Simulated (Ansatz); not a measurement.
# TaInS3 (model cell, started as cubic perovskite with Ta in the octahedra): following an unstable mode, part 3 of 3

Which phase does TaInS3 (model cell, started as cubic perovskite with Ta in the octahedra) fall into along its unstable mode, and how much energy does it gain?

Ansatz 0.2.0; DFT PBE, scalar-relativistic, plane waves, PAW; PAW set soft_1.

So far. Step 5 (Energy along the mode, all amplitudes (two of the runs …): The lowest of the steps tried is at 0.04 Å, 0.917 meV/atom below the parent; the bottom of the well need not coincide with a step. Step 7 (The new phase in its own primitive cell): The largest force component left is 0.075 meV/Å and the pressure is 0.000 GPa, within the tolerances set. The cell now holds 22.95 Å³/atom. The relaxed cell has a = 6.870, c = 9.726 Å (conventional setting).

The structure was built from a prototype and need not be the compound's stable phase.

## Step 8: Modes of the new phase

A relaxed structure may still be a saddle point, so its zone-centre modes are computed. No field response is asked, since the mesh shows no gap.

The input, input.yaml:

```yaml
crystal:
  lattice:
    - [-3.4348524687, 3.4348524687, 4.8628628639]
    - [3.4348524687, -3.4348524687, 4.8628628639]
    - [3.4348524687, 3.4348524687, -4.8628628639]
  atoms:
    - { symbol: In, position: [0.75, 0.25, 0.5] }
    - { symbol: In, position: [0.25, 0.75, 0.5] }
    - { symbol: Ta, position: [0.0, 0.0, 0.0] }
    - { symbol: Ta, position: [0.5, 0.5, 0.0] }
    - { symbol: S, position: [0.7474453585, 0.2525546415, 0.0] }
    - { symbol: S, position: [0.2525546415, 0.7474453585, 0.0] }
    - { symbol: S, position: [0.244872812, 0.244872812, 0.0] }
    - { symbol: S, position: [0.755127188, 0.755127188, 0.0] }
    - { symbol: S, position: [0.2525546415, 0.2525546415, 0.505109283] }
    - { symbol: S, position: [0.7474453585, 0.7474453585, 0.494890717] }
kpoints:
  mp_grid: { grid: [8, 8, 8] }
hamiltonian:
  xc: pbe
  pseudopotentials: { kind: paw, azcp: { folder: soft_1 } }
scf:
  occupations: { method: methfessel_paxton, width: 0.2 }
output:
  eigenvalues: true
phonons:
  method: dfpt
```

Command:

```bash
$ ansatz run input.yaml --threads 4 --pin off --max-ram 16384MiB --backend cpu --events-out ev --progress --plain --runs-dir out
```

Numbers of over 12 decimals in the logs are rounded to 6 here.

The program printed:

```text
[...]
Crystal: 10 atoms, lattice volume = 229.492 Å³
Basis set: ecut = 420 eV, 4485 PW (Γ), exchange–correlation on 96×96×96 points (8 copies of the dense FFT grid, shifted against one another)
Bands: 54, of which v1, the nominal top of the filled ones, is band 44 counted from 1 (43 counted from 0)
Symmetry: 16 space group operations
k-points: 260 of 512 (irreducible under 1 space group operation, time reversal used)
[...]
SCF iter   1: F=—  HF=-36480.870108 eV  |F-HF|=—  |Δ(HF+E_count)|=         —  Δρ=2.59e-2  dr2=1.45e0  ethr=3.10e-3  ⟨swp⟩=6.2  Hψ=55748  notcnv=0
[...]
SCF iter  13: F=-36480.465783 eV  HF=-36480.465783 eV  |F-HF|=7.28e-12  |Δ(HF+E_count)|=  7.28e-12  S|Δr|=    0.00e0  Δρ=1.56e-8  dr2=4.55e-13  ethr=1.00e-12  ⟨swp⟩=13.3  Hψ=74973  notcnv=0
SCF 1 converged in 13 iterations: F = -36480.465783 eV  dr2 = 4.55e-13
[...]
DFPT response loops at Γ: preconditioner auto → Kerker (q_TF=auto, 2.325 Å⁻¹) (partly filled bands, converged f_vac=0.001); β = 1.00, the filter's whole step (`scf.mixing.beta` (0.50) is not read by the response loops under this deck's `scf.mixing.preconditioner`; to damp them name `kerker` or `kerker_dos`, under which they read `scf.mixing.beta`, and type it under 1.00, their step now; both keys bind the ground state too); Broyden in place of MSR1
SCF converged after 13 iterations
[...]
Free energy (F): -36480.465783 eV
[...]
Internal energy: -36480.475179 eV  (E = F + TS)
E sigma→0 (E₀):  -36480.468132 eV
Entropy (-TS):   0.009396 eV (0.940 meV/atom)
Fermi energy:    7.661617 eV
[...]
--- Band table (eV; the first three rows and the last of 260) ---
  k-point 0: bands = [... 40 lower, 6.8309, 7.1639, 7.1639, 7.2373, 7.7321, 7.7950, 7.7950, 9.6198, ... 6 higher]
  k-point 1: bands = [... 40 lower, 6.7151, 7.1699, 7.4648, 7.5276, 7.7949, 7.9082, 7.9680, 9.6296, ... 6 higher]
  k-point 2: bands = [... 40 lower, 6.7639, 6.8724, 6.8873, 7.1846, 7.7946, 8.8345, 8.8433, 9.6412, ... 6 higher]
  k-point 259: bands = [... 40 lower, 6.8209, 6.8209, 7.2909, 7.7249, 7.7820, 9.6686, 9.8607, 9.9460, ... 6 higher]
--- Phonons (Γ-DFPT): 10 representative perturbations + reference, on 260 of 512 k-points (Σ response iterations 33) ---
  k mesh reduced under 1 symmetry operation, with k and −k counted as one. Each operation leaves every solved perturbation unchanged. A smaller set is not used because it would not reduce the number of displacements times k-points to solve
  ASR residual: 7.698e-5 → 0.000e0 eV/Å²; symmetrization residual: 1.919e-5 eV/Å²
  ASR residual per site (eV/Å²): 6.32e-5 6.32e-5 7.49e-5 5.10e-5 7.70e-5 7.70e-5 4.96e-5 4.96e-5 7.70e-5 7.70e-5
  Γ frequencies (cm⁻¹): -92.44 -87.51 -87.51 -63.50 -26.98 -26.98 -21.88 0.00 0.00 0.00 23.45 24.03 24.03 36.08 36.08 41.05 112.89 113.23 113.23 154.15 154.15 154.58 192.25 192.25 193.79 226.63 307.30 307.30 313.57 476.90
  non-analytic LO–TO correction: not included (Born effective charges unavailable; polar crystals: no LO–TO splitting at Γ)
```

Elapsed: 18 min, on 4 threads of Arm Neoverse V1, shared host; peak memory 8.5 GiB; 72 min of CPU time.

This step gave:

- sum-rule residual before enforcement: 7.70e-5 eV/Å²
- point group: 4/mmm
- highest optical mode at the zone centre (no LO-TO term): 476.9 cm⁻¹
- lowest optical zone-centre mode: -92.44 cm⁻¹

Patterns of degenerate modes are one choice out of their space. The modes at Γ (shares of kinetic energy by element, %) (negative means imaginary):

```
mode  frequency (cm⁻¹)  symmetry  In %  Ta %  S %
   1             -92.4       A2g     0     0  100
   2             -87.5        Eg     0     0  100
   3             -87.5        Eg     0     0  100
   4             -63.5       B2g     0     0  100
   5             -27.0        Eu    35     2   63
   6             -27.0        Eu    35     2   63
   7             -21.9       A2u    48     3   50
   8               0.0  acoustic    29    46   25
   9               0.0  acoustic    29    46   25
  10               0.0  acoustic    29    46   25
  11              23.4       B1g   100     0    0
  12              24.0        Eg   100     0    0
  13              24.0        Eg   100     0    0
  14              36.1        Eu    35    52   12
  15              36.1        Eu    35    52   12
  16              41.0       A2u    23    56   21
  17             112.9       B1u     0     0  100
  18             113.2        Eu     0     0  100
  19             113.2        Eu     0     0  100
  20             154.2        Eu     0    97    3
  21             154.2        Eu     0    97    3
  22             154.6       A2u     0    90   10
  23             192.2        Eg     0     0  100
  24             192.2        Eg     0     0  100
  25             193.8       B1g     0     0  100
  26             226.6       A1g     0     0  100
  27             307.3        Eu     0     2   98
  28             307.3        Eu     0     2   98
  29             313.6       A2u     0     5   95
  30             476.9       A1g     0     0  100
```

Displacements in mode 1 (-92.4 cm⁻¹), the largest set to 1:
```
In1  0.00  0.00  0.00
In2  0.00  0.00  0.00
Ta3  0.00  0.00  0.00
Ta4  0.00  0.00  0.00
S5  -1.00 -1.00  0.00
S6   1.00  1.00  0.00
S7   0.00  0.00  0.00
S8   0.00  0.00  0.00
S9   1.00 -1.00  0.00
S10 -1.00  1.00  0.00
```

Displacements in mode 22 (154.6 cm⁻¹), the largest set to 1:
```
In1  0.00  0.00 -0.03
In2  0.00  0.00 -0.03
Ta3  0.00  0.00  1.00
Ta4  0.00  0.00 -0.69
S5   0.00  0.00 -0.47
S6   0.00  0.00 -0.47
S7   0.00  0.00  0.17
S8   0.00  0.00  0.17
S9   0.00  0.00 -0.47
S10  0.00  0.00 -0.47
```

Before it was imposed, the acoustic sum rule was missed by 7.7e-5 eV/Å². Small misses are needed for a sound result but don't prove that mesh and cutoff are converged. The lowest optical mode is imaginary, 92.4i cm⁻¹, so the energy falls along it.

## Step 9: Summary of results

- unstable mode of the parent: q = (-0.5, -0.5, -0.5), 101i cm⁻¹
- depth at the lowest point sampled: 0.917 meV/atom
- largest atomic shift at that point: 0.04 Å
- space group reached (within 0.01 Å): I4/mmm
- energy gained over the parent (first relaxation, on the mesh of the frozen mode): 1.09 meV/atom
- volume per atom, phase reached: 22.9 Å³
- lowest optical zone-centre mode, phase reached: -92.4 cm⁻¹
- highest optical mode at the zone centre (no LO-TO term), phase reached: 477 cm⁻¹

**Reading.** Along this mode the structure falls into I4/mmm, 1.09 meV/atom below the parent. At the parent's cell the well is 0.917 meV/atom deep on the steps tried, with its lowest point at a shift of 0.04 Å. Relaxing atoms and cell changes the gain by +0.17 meV/atom against the lowest step (energies at zero smearing). The new phase still has an imaginary mode at the zone centre of its cell, so it is a saddle point on the way to a lower structure. How so shallow a well moves with the k mesh was not tested. Of the 6 patterns followed to their end from this parent, this one ends 79.8 meV/atom above the lowest, R-3c. Another end point lies within 1 meV/atom; how such a difference moves with mesh and cutoff was not tested. Each path keeps the symmetry of its pattern, so a lower phase may lie along a pattern not tried. With no gap, or one that is small against the smearing, the frequencies hang on the k mesh and the smearing, most of all near Kohn anomalies. A semilocal functional can close a gap that the real compound would have, so the metallic treatment may be an artefact of the level. Spin-orbit coupling is left out, which can matter for the heavy elements here. The starting cell was built on a prototype and not taken from a measurement, so the phase need not exist.

[Logs are printed without paths, hosts, clocks, repeated set-up lines and the standing remarks that a program may print on its own settings, such as how far it seeks lower states.]

[Hosts, paths, dates, database ids (printed as entryN), source tags and the programs' standing remarks are cut or masked in the printed files.]
